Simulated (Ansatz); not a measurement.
## Lattice dynamics of Ta2CF2 monolayer

Task: relax Ta2CF2 monolayer, then find its harmonic phonons.

Method: DFT PBEsol, scalar-relativistic, plane waves, PAW, in Ansatz 0.2.0.

## Step 1: The structure

The cell holds 5 atoms: 1 C, 2 Ta and 2 F. Cell: a = 3.100 Å, b = 3.100 Å, c = 20.000 Å, α = 90.0°, β = 90.0°, γ = 120.0°. Vacuum lies along c.

Coordinates:

```cif
data_structure
_symmetry_space_group_name_H-M 'P 1'
_symmetry_Int_Tables_number 1
_cell_length_a 3.1000
_cell_length_b 3.1000
_cell_length_c 20.0000
_cell_angle_alpha 90.000
_cell_angle_beta 90.000
_cell_angle_gamma 120.000
_cell_volume 166.45
loop_
_atom_site_label
_atom_site_type_symbol
_atom_site_fract_x
_atom_site_fract_y
_atom_site_fract_z
_atom_site_occupancy
C1 C 0.00000 0.00000 0.50000 1
Ta2 Ta 0.33333 0.66667 0.56000 1
Ta3 Ta 0.66667 0.33333 0.44000 1
F4 F 0.66667 0.33333 0.61750 1
F5 F 0.33333 0.66667 0.38250 1
```

## Step 2: Rough relaxation

A rough relaxation comes first, because large forces or stress need no tight tolerances yet.

The program solves this slab on a cell height of its own, 33.2 Å, in place of the one typed.

input.yaml reads:

```yaml
crystal:
  lattice:
    - [3.1, 0.0, 0.0]
    - [-1.55, 2.68468, 0.0]
    - [0.0, 0.0, 20.0]
  atoms:
    - { symbol: C, position: [0.0, 0.0, 0.5] }
    - { symbol: Ta, position: [0.333333, 0.666667, 0.56] }
    - { symbol: Ta, position: [0.666667, 0.333333, 0.44] }
    - { symbol: F, position: [0.666667, 0.333333, 0.6175] }
    - { symbol: F, position: [0.333333, 0.666667, 0.3825] }
  periodic: [true, true, false]
kpoints:
  mp_grid: { grid: [9, 9, 1] }
hamiltonian:
  xc: pbesol
scf:
  occupations: { method: gaussian, width: 0.1 }
output:
  forces: true
  stress: true
  eigenvalues: true
relax:
  adjacent_minimum: "off"
  f_tol: 0.05
  max_steps: 80
  cell: { stress_2d_tol: 0.02 }
```

Run with:

```sh
> ansatz run input.yaml --threads 8 --pin off --max-ram 14336MiB --backend cpu --events-out ev --progress --plain --runs-dir out
```

Numbers of over 12 decimals in the logs are rounded to 6 here.

What it wrote:

```text
[...]
cell:  # Å, volume = 289.1411 Å³
    - [3.171178, 0, 0]
    - [-1.585589, 2.746320, 0]
    - [0, 0, 33.2]
  atoms:
    - { symbol: C, position: [0, 0, 0.301205] }
    - { symbol: Ta, position: [0.333333, 0.666667, 0.333836] }
    - { symbol: Ta, position: [0.666667, 0.333333, 0.268574] }
    - { symbol: F, position: [0.666667, 0.333333, 0.375501] }
    - { symbol: F, position: [0.333333, 0.666667, 0.226908] }
[key lines of the parts left out:]
SCF converged after 6 iterations
Free energy (F): -21463.029542 eV
Fermi energy:    -3.790406 eV
P = ½ c Tr σ = 0.0052 N/m
```

Run time: 14 s. Hardware: 8 threads of Arm Neoverse V2, shared host; peak memory 0.8 GiB; 94 s of CPU time.

Step by step:

| step | energy less that of the first step (eV) | largest force component (eV/Å) | volume (Å³) |
| --- | --- | --- | --- |
| 1 | 0.0000 | 6.1857 | 276.31 |
| 2 | -0.9825 | 2.8560 | 286.76 |
| 3 | -1.2532 | 0.2845 | 287.95 |
| 4 | -1.2555 | 0.0255 | 288.07 |
| 5 | -1.2554 | 0.0045 | 288.34 |
| 6 | -1.2554 | 0.0012 | 288.41 |
| 7* | -1.2678 | 0.0003 | 288.41 |
| 8 | -1.2675 | 0.0009 | 289.08 |
| 9 | -1.2675 | 0.0002 | 289.14 |
| 10* | -1.2680 | 0.0003 | 289.14 |

Relaxation steps marked * repeat the geometry before them on a plane-wave basis chosen anew for their cell, so energy and pressure can jump there.

The run keeps the 12 symmetry operations that it works with, so distortions that break them were not tested.

```csv
cell as run,before,after,change
a (Å),3.100,3.171,+2.3 %
b (Å),3.100,3.171,+2.3 %
```

The atoms that moved most (Å, along periodic axes as changes of fractional coordinates times the final cell, across vacuum about the mean position):

```csv
atom,dx,dy,dz,length
F4,0.000,0.000,0.117,0.117
F5,0.000,0.000,-0.117,0.117
Ta2,0.000,0.000,-0.117,0.117
Ta3,0.000,0.000,0.117,0.117
```

The relaxed structure:

```cif
data_structure
_symmetry_space_group_name_H-M 'P 1'
_symmetry_Int_Tables_number 1
_cell_length_a 3.1712
_cell_length_b 3.1712
_cell_length_c 33.2000
_cell_angle_alpha 90.000
_cell_angle_beta 90.000
_cell_angle_gamma 120.000
_cell_volume 289.14
loop_
_atom_site_label
_atom_site_type_symbol
_atom_site_fract_x
_atom_site_fract_y
_atom_site_fract_z
_atom_site_occupancy
C1 C 0.00000 0.00000 0.30120 1
Ta2 Ta 0.33333 0.66667 0.33384 1
Ta3 Ta 0.66667 0.33333 0.26857 1
F4 F 0.66667 0.33333 0.37550 1
F5 F 0.33333 0.66667 0.22691 1
```

Numbers from this step:

| Item | Value |
| --- | --- |
| gap on the k-mesh | 0 eV |
| area per atom | 1.742 Å² |

The relaxation ends with a largest force component of 2.7e-4 eV/Å.

## Step 3: Bringing the structure to rest

Harmonic phonons are second derivatives at a point where the forces vanish, and they are wanted at zero stress, so atoms and cell are relaxed first.

input.yaml reads:

```yaml
crystal:
  lattice:
    - [3.1711776478, 0.0, 0.0]
    - [-1.5855888239, 2.7463204029, 0.0]
    - [0.0, 0.0, 33.2]
  atoms:
    - { symbol: C, position: [0.0, 0.0, 0.3012048193] }
    - { symbol: Ta, position: [0.3333333333, 0.6666666667, 0.3338360221] }
    - { symbol: Ta, position: [0.6666666667, 0.3333333333, 0.2685736164] }
    - { symbol: F, position: [0.6666666667, 0.3333333333, 0.3755014801] }
    - { symbol: F, position: [0.3333333333, 0.6666666667, 0.2269081584] }
  periodic: [true, true, false]
kpoints:
  mp_grid: { grid: [15, 15, 1] }
hamiltonian:
  xc: pbesol
scf:
  occupations: { method: gaussian, width: 0.1 }
output:
  forces: true
  stress: true
  eigenvalues: true
  write_density: true
  write_potential: true
  elf: true
  volumetric_format: npy
relax:
  adjacent_minimum: "off"
  f_tol: 0.005
  max_steps: 80
  cell: { stress_2d_tol: 0.02 }
```

What it wrote:

```text
[...]
Crystal: 5 atoms, lattice volume = 289.141 Å³
Basis set: ecut = 420 eV, 5643 PW (Γ), exchange–correlation on 48×48×450 points (8 copies of the dense FFT grid, shifted against one another)
Bands: 27, of which v1, the nominal top of the filled ones, is band 22 counted from 1 (21 counted from 0)
Symmetry: 12 space group operations
[...]
k-points: 27 of 225
[...]
SCF iter   1: F=—  HF=-21463.065685 eV  |F-HF|=—  |Δ(HF+E_count)|=         —  Δρ=7.82e-3  dr2=2.48e-1  ethr=1.77e-3  ⟨swp⟩=11.3  Hψ=5490  notcnv=0
[...]
SCF iter  10: F=-21463.006336 eV  HF=-21463.006336 eV  |F-HF|=1.53e-10  |Δ(HF+E_count)|=  4.15e-10  Δρ=4.79e-8  dr2=6.03e-12  ethr=1.00e-12  ⟨swp⟩=10.6  Hψ=6175  notcnv=0
SCF 1 converged in 10 iterations: F = -21463.006336 eV  dr2 = 6.03e-12
[...]
relax step   1: F+E_penalty+E_count = -21463.00633620 eV  Δ(F+E_penalty+E_count) = +0.000e0 eV  max|allowed force component| = 1.067e-1 eV/Å  Δτ_max = 0.0000 Å  P = -0.095 N/m  Ω = 289.141 Å³  fix = [c, alpha, beta]  reactions: c -0.000 N/m  (10 SCF iters, dr2 threshold 1.00e-7 eV, accepted)
Crystal: 5 atoms, lattice volume = 287.982 Å³
Basis set: ecut = 420 eV, 5583 PW (Γ), exchange–correlation on 48×48×450 points (8 copies of the dense FFT grid, shifted against one another)
[...]
SCF iter   5: F=-21463.006839 eV  HF=-21463.006839 eV  |F-HF|=6.87e-8  |Δ(HF+E_count)|=   1.26e-6  Δρ=8.32e-6  dr2=1.88e-7  ethr=1.14e-9  ⟨swp⟩=22.3  Hψ=10694  notcnv=0
SCF 2 converged in 5 iterations: F = -21463.006839 eV  dr2 = 1.88e-7
relax step   2: F+E_penalty+E_count = -21463.00683917 eV  Δ(F+E_penalty+E_count) = -5.030e-4 eV  max|allowed force component| = 1.658e-1 eV/Å  Δτ_max = 0.0125 Å  P = -0.090 N/m  Ω = 287.982 Å³  energy of the carried Pulay correction = +8.572e-4 eV  fix = [c, alpha, beta]  (5 SCF iters, dr2 threshold 5.00e-7 eV, rejected (line search))
Crystal: 5 atoms, lattice volume = 288.542 Å³
Basis set: ecut = 420 eV, 5619 PW (Γ), exchange–correlation on 48×48×450 points (8 copies of the dense FFT grid, shifted against one another)
[...]
SCF iter   9: F=-21463.007257 eV  HF=-21463.007257 eV  |F-HF|=3.64e-12  |Δ(HF+E_count)|=  3.27e-11  Δρ=2.18e-8  dr2=4.64e-13  ethr=1.00e-12  ⟨swp⟩=15.3  Hψ=6528  notcnv=0
SCF 3 converged in 9 iterations: F = -21463.007257 eV  dr2 = 4.64e-13
relax step   3: F+E_penalty+E_count = -21463.00725700 eV  Δ(F+E_penalty+E_count) = -9.208e-4 eV  max|allowed force component| = 3.572e-3 eV/Å  Δτ_max = 0.0058 Å  P = -0.041 N/m  Ω = 288.542 Å³  energy of the carried Pulay correction = +4.428e-4 eV  fix = [c, alpha, beta]  reactions: c -0.000 N/m  (9 SCF iters, accepted)
[...]
relax step   4: F+E_penalty+E_count = -21463.00728906 eV  Δ(F+E_penalty+E_count) = -3.206e-5 eV  max|allowed force component| = 1.564e-3 eV/Å  Δτ_max = 0.0000 Å  P = -0.015 N/m  Ω = 288.501 Å³  energy of the carried Pulay correction = +4.728e-4 eV  fix = [c, alpha, beta]  reactions: c -0.000 N/m  (4 SCF iters, dr2 threshold 1.88e-9 eV, accepted)
[...]
relax step   5: F+E_penalty+E_count = -21463.00679668 eV  Δ(F+E_penalty+E_count) = +4.924e-4 eV  max|allowed force component| = 1.537e-3 eV/Å  Δτ_max = 0.0000 Å  P = -0.028 N/m  Ω = 288.501 Å³  fix = [c, alpha, beta]  reactions: c -0.000 N/m  stress off target by 2.75e-2 N/m on what of the cell is left free  SCF on the basis re-selected at this cell (its energy is not comparable with the rows above)  (6 SCF iters)
[...]
relax step   6: F+E_penalty+E_count = -21463.00683544 eV  Δ(F+E_penalty+E_count) = -3.876e-5 eV  max|allowed force component| = 2.347e-4 eV/Å  Δτ_max = 0.0002 Å  P = -0.001 N/m  Ω = 288.450 Å³  energy of the carried Pulay correction = +3.755e-5 eV  fix = [c, alpha, beta]  reactions: c -0.000 N/m  (4 SCF iters, dr2 threshold 8.50e-10 eV, accepted)
[...]
SCF iter   1: F=—  HF=-21463.006981 eV  |F-HF|=—  |Δ(HF+E_count)|=         —  Δρ=1.45e-6  dr2=3.23e-9  ethr=1.71e-7  ⟨swp⟩=7.7  Hψ=9352  notcnv=0
eigensolver tolerance schedule: the retry pair's looser diagonalisation over-reported the residual by 23272.11 of it (diagonalisation noise at an unbounded share of the residual, at the tolerance the schedule requests for it); recorded, not acted on — ethr = c·dr2/N_el stays at c = 1.0e-1
SCF iter   2: F=—  HF=-21463.006808 eV  |F-HF|=—  |Δ(HF+E_count)|=   1.72e-4  Δρ=2.50e-6  dr2=1.15e-8  ethr=7.35e-12  ⟨swp⟩=7.4  Hψ=3504  notcnv=0
[...]
SCF iter   7: F=-21463.006808 eV  HF=-21463.006808 eV  |F-HF|=3.64e-11  |Δ(HF+E_count)|=  3.64e-12  Δρ=1.66e-8  dr2=4.64e-13  ethr=1.00e-12  ⟨swp⟩=14.5  Hψ=6032  notcnv=0
SCF 7 converged in 7 iterations: F = -21463.006808 eV  dr2 = 4.64e-13
relax step   7: F+E_penalty+E_count = -21463.00680846 eV  Δ(F+E_penalty+E_count) = +2.699e-5 eV  max|allowed force component| = 2.426e-4 eV/Å  Δτ_max = 0.0000 Å  P = -0.001 N/m  Ω = 288.450 Å³  fix = [c, alpha, beta]  reactions: c -0.000 N/m  stress off target by 1.03e-3 N/m on what of the cell is left free  SCF on the basis re-selected at this cell (its energy is not comparable with the rows above)  (7 SCF iters)
[...]
WARN: The output density's exchange-correlation potential varies sharply where the density is thin. Do not read a vacuum level from v_tot or v_xc, or from such a field of the output density. On a cell that repeats whose density bears no net charge and no dipole along the vacuum's axis use v_es (v_loc + v_h of the components); under efield.dipole_correction with no amplitude use v_es + v_field, which holds any externa [...]
SCF converged after 7 iterations
Free energy (F): -21463.006808 eV
[...]
Internal energy: -21463.003742 eV  (E = F + TS)
E sigma→0 (E₀):  -21463.005275 eV
Entropy (-TS):   -0.003067 eV (-0.613 meV/atom)
Fermi energy:    -3.651182 eV
[...]
--- Forces (eV/Å), atoms counted from 1 ---
  atom   1  C      0.00000000     0.00000000     0.00000000
  atom   2  Ta     0.00000000     0.00000000     0.00024260
  atom   3  Ta    -0.00000000    -0.00000000    -0.00024260
  atom   4  F     -0.00000000    -0.00000000    -0.00018314
  atom   5  F      0.00000000     0.00000000     0.00018314
  max |Σ_I F_I| component: 3.70e-17 eV/Å
--- 2D stress c σ (N/m, compression-positive) ---
       -0.001034       0.000000      -0.000000
        0.000000      -0.001034       0.000000
       -0.000000       0.000000      -0.000000
  P = ½ c Tr σ = -0.0010 N/m
--- Band table (eV; the first three rows and the last of 27) ---
  k-point 0: bands = [... 18 lower, -8.9256, -8.9256, -5.5038, -5.5038, -4.3384, -3.1791, -2.3617, -2.3617, ... 1 higher]
  k-point 1: bands = [... 18 lower, -9.0747, -8.9488, -5.6681, -5.3962, -4.3131, -2.9538, -2.5329, -2.3815, ... 1 higher]
  k-point 2: bands = [... 18 lower, -9.3943, -8.9960, -6.0519, -5.0856, -4.2527, -2.8940, -2.4947, -2.3165, ... 1 higher]
  k-point 26: bands = [... 18 lower, -9.9308, -8.8465, -4.9105, -4.3687, -4.3687, -1.6740, -1.5578, -1.5578, ... 1 higher]
--- Relaxed structure (5 steps of the walk, 4 accepted, 2 SCFs on fresh bases) ---
[...]
cell:  # Å, volume = 288.4503 Å³
    - [3.167387, 0.0, 0]
    - [-1.583694, 2.743038, 0]
    - [0, 0, 33.2]
  atoms:
    - { symbol: C, position: [0, 0, 0.30120481926] }
    - { symbol: Ta, position: [0.333333, 0.666667, 0.333964] }
    - { symbol: Ta, position: [0.666667, 0.333333, 0.268446] }
    - { symbol: F, position: [0.666667, 0.333333, 0.375680] }
    - { symbol: F, position: [0.333333, 0.666667, 0.226729] }
```

Wall time 19 s (8 threads); peak memory 0.92 GiB.

Relaxation path:

```
step  energy less that of the first step (eV)  largest force component (eV/Å)  volume (Å³)
   1                                   0.0000                          0.1067       289.14
   2                                  -0.0005                          0.1658       287.98
   3                                  -0.0009                          0.0036       288.54
   4                                  -0.0010                          0.0016       288.50
  5*                                  -0.0005                          0.0015       288.50
   6                                  -0.0005                          0.0002       288.45
  7*                                  -0.0005                          0.0002       288.45
```

Relaxation steps marked * repeat the geometry before them on a plane-wave basis chosen anew for their cell, so energy and pressure can jump there. Relaxation step 2 was tried and not accepted.

Forces are held to the 12 operations that the run works with; a distortion that breaks them can't arise in this run.

```
cell as run  before  after  change
      a (Å)   3.171  3.167  -0.1 %
      b (Å)   3.171  3.167  -0.1 %
```

The relaxed structure:

```xyz
5
Lattice="3.1674 0.0000 0.0000 -1.5837 2.7430 0.0000 0.0000 0.0000 33.2000" Properties=species:S:1:pos:R:3
C     0.0000    0.0000   10.0000
Ta    0.0000    1.8287   11.0876
Ta    1.5837    0.9143    8.9124
F     1.5837    0.9143   12.4726
F     0.0000    1.8287    7.5274
```

Numbers from this step:

```
area per atom : 1.738 Å²
```

ELF in the ac plane at fractional y = 0.333, with atoms of Ta and F within 0.2 Å of it. It is the smooth field of the valence electrons, not physical close to the nuclei.

Ten even steps from '_' (0.00) to '@' (0.69), each cell a mean:
```
________________________________
________________________________
________________________________
________________________________
________________________________
________________________________
________________________________
________________________________
________________________________
________________________________
________________________________
________________________________
________________________________
____________________....________
--________::++%%@@@@@@@@@@@@%%**
::::----::::::==++**********++--
++********++++==================
::--====--::--##@@%%****%%@@%%==
--++****++==::....::::::::......
__........______________________
________________________________
________________________________
________________________________
________________________________
```
Columns run along a (3.2 Å), rows up along c (33.2 Å). Atoms in or near the plane, at fractional coordinates: Ta at (0.67, 0.27), F at (0.67, 0.38).

Valence density in the ac plane at fractional y = 0.333, with atoms of Ta and F within 0.2 Å of it. It is the smooth field of the valence electrons, not physical close to the nuclei.

Values in units of 1e0 e/Å³, 24 rows by 16 columns, each cell a mean:
```
0.0 0.0 0.0 0.0 0.0 0.0 0.0 0.0 0.0 0.0 0.0 0.0 0.0 0.0 0.0 0.0
0.0 0.0 0.0 0.0 0.0 0.0 0.0 0.0 0.0 0.0 0.0 0.0 0.0 0.0 0.0 0.0
0.0 0.0 0.0 0.0 0.0 0.0 0.0 0.0 0.0 0.0 0.0 0.0 0.0 0.0 0.0 0.0
0.0 0.0 0.0 0.0 0.0 0.0 0.0 0.0 0.0 0.0 0.0 0.0 0.0 0.0 0.0 0.0
0.0 0.0 0.0 0.0 0.0 0.0 0.0 0.0 0.0 0.0 0.0 0.0 0.0 0.0 0.0 0.0
0.0 0.0 0.0 0.0 0.0 0.0 0.0 0.0 0.0 0.0 0.0 0.0 0.0 0.0 0.0 0.0
0.0 0.0 0.0 0.0 0.0 0.0 0.0 0.0 0.0 0.0 0.0 0.0 0.0 0.0 0.0 0.0
0.0 0.0 0.0 0.0 0.0 0.0 0.0 0.0 0.0 0.0 0.0 0.0 0.0 0.0 0.0 0.0
0.0 0.0 0.0 0.0 0.0 0.0 0.0 0.0 0.0 0.0 0.0 0.0 0.0 0.0 0.0 0.0
0.0 0.0 0.0 0.0 0.0 0.0 0.0 0.0 0.0 0.0 0.0 0.0 0.0 0.0 0.0 0.0
0.0 0.0 0.0 0.0 0.0 0.0 0.0 0.0 0.0 0.0 0.0 0.0 0.0 0.0 0.0 0.0
0.0 0.0 0.0 0.0 0.0 0.0 0.0 0.0 0.0 0.0 0.0 0.0 0.0 0.0 0.0 0.0
0.0 0.0 0.0 0.0 0.0 0.0 0.0 0.0 0.0 0.0 0.0 0.0 0.0 0.0 0.0 0.0
0.0 0.0 0.0 0.0 0.0 0.0 0.0 0.0 0.0 0.0 0.0 0.0 0.0 0.0 0.0 0.0
0.1 0.0 0.0 0.0 0.0 0.1 0.2 0.4 1.2 2.8 4.5 4.8 3.4 1.6 0.6 0.2
0.3 0.4 0.5 0.5 0.5 0.4 0.3 0.4 0.8 1.6 2.5 2.6 1.9 1.0 0.5 0.3
0.5 0.6 0.7 0.7 0.6 0.5 0.5 0.4 0.4 0.5 0.6 0.6 0.5 0.4 0.4 0.4
0.4 0.3 0.3 0.3 0.3 0.4 0.7 1.6 2.9 3.8 3.9 3.8 3.9 3.3 2.0 0.9
0.2 0.2 0.3 0.3 0.3 0.2 0.2 0.2 0.2 0.3 0.4 0.4 0.3 0.2 0.2 0.1
0.0 0.0 0.0 0.0 0.0 0.0 0.0 0.0 0.0 0.0 0.0 0.0 0.0 0.0 0.0 0.0
0.0 0.0 0.0 0.0 0.0 0.0 0.0 0.0 0.0 0.0 0.0 0.0 0.0 0.0 0.0 0.0
0.0 0.0 0.0 0.0 0.0 0.0 0.0 0.0 0.0 0.0 0.0 0.0 0.0 0.0 0.0 0.0
0.0 0.0 0.0 0.0 0.0 0.0 0.0 0.0 0.0 0.0 0.0 0.0 0.0 0.0 0.0 0.0
0.0 0.0 0.0 0.0 0.0 0.0 0.0 0.0 0.0 0.0 0.0 0.0 0.0 0.0 0.0 0.0
```
Columns run along a (3.2 Å), rows up along c (33.2 Å). Atoms in or near the plane, at fractional coordinates: Ta at (0.67, 0.27), F at (0.67, 0.38).

Electrostatic potential energy in the ac plane at fractional y = 0.333, with atoms of Ta and F within 0.2 Å of it. With pseudopotentials it is smooth inside the atoms' cores, unlike the true potential.

Values in eV, 24 rows by 16 columns, each cell a mean:
```
  0   0   0   0   0   0   0   0   0   0   0   0   0   0   0   0
  0   0   0   0   0   0   0   0   0   0   0   0   0   0   0   0
  0   0   0   0   0   0   0   0   0   0   0   0   0   0   0   0
  0   0   0   0   0   0   0   0   0   0   0   0   0   0   0   0
  0   0   0   0   0   0   0   0   0   0   0   0   0   0   0   0
  0   0   0   0   0   0   0   0   0   0   0   0   0   0   0   0
  0   0   0   0   0   0   0   0   0   0   0   0   0   0   0   0
  0   0   0   0   0   0   0   0   0   0   0   0   0   0   0   0
  0   0   0   0   0   0   0   0   0   0   0   0   0   0   0   0
  0   0   0   0   0   0   0   0   0   0   0   0   0   0   0   0
  0   0   0   0   0   0   0   0   0   0   0   0   0   0   0   0
  0   0   0   0   0   0   0   0   0   0   0   0   0   0   0   0
  0   0   0   0   0   0   0   0   0   0   0   0   0   0   0   0
  0   0   0   0   0   0   0   0   0   0   0   0   0   0   0   0
 -2  -1  -2  -2  -2  -2  -1  -4 -13 -17 -19 -19 -18 -15  -7  -2
-11 -14 -16 -16 -15 -13 -10  -9 -12 -15 -15 -16 -15 -13  -9  -9
-10 -12 -14 -14 -13 -11 -10  -9 -10 -11 -12 -12 -11 -11  -9  -9
-14  -8  -6  -6  -7 -12 -20 -29 -31 -32 -32 -32 -32 -32 -31 -24
 -4  -3  -3  -3  -3  -4  -5  -7  -9 -10 -11 -11 -11  -9  -7  -5
  0   0   0   0   0   0   0   0   0   0   0   0   0   0   0   0
  0   0   0   0   0   0   0   0   0   0   0   0   0   0   0   0
  0   0   0   0   0   0   0   0   0   0   0   0   0   0   0   0
  0   0   0   0   0   0   0   0   0   0   0   0   0   0   0   0
  0   0   0   0   0   0   0   0   0   0   0   0   0   0   0   0
```
Columns run along a (3.2 Å; values clipped at the 3rd and 97th percentile), rows up along c (33.2 Å). Atoms in or near the plane, at fractional coordinates: Ta at (0.67, 0.27), F at (0.67, 0.38).

(Continued in part 2 of 3.)

[Logs are printed without paths, hosts, clocks, repeated set-up lines and the standing remarks that a program may print on its own settings, such as how far it seeks lower states.]

[Hosts, paths, dates, database ids (printed as entryN), source tags and the programs' standing remarks are cut or masked in the printed files.]
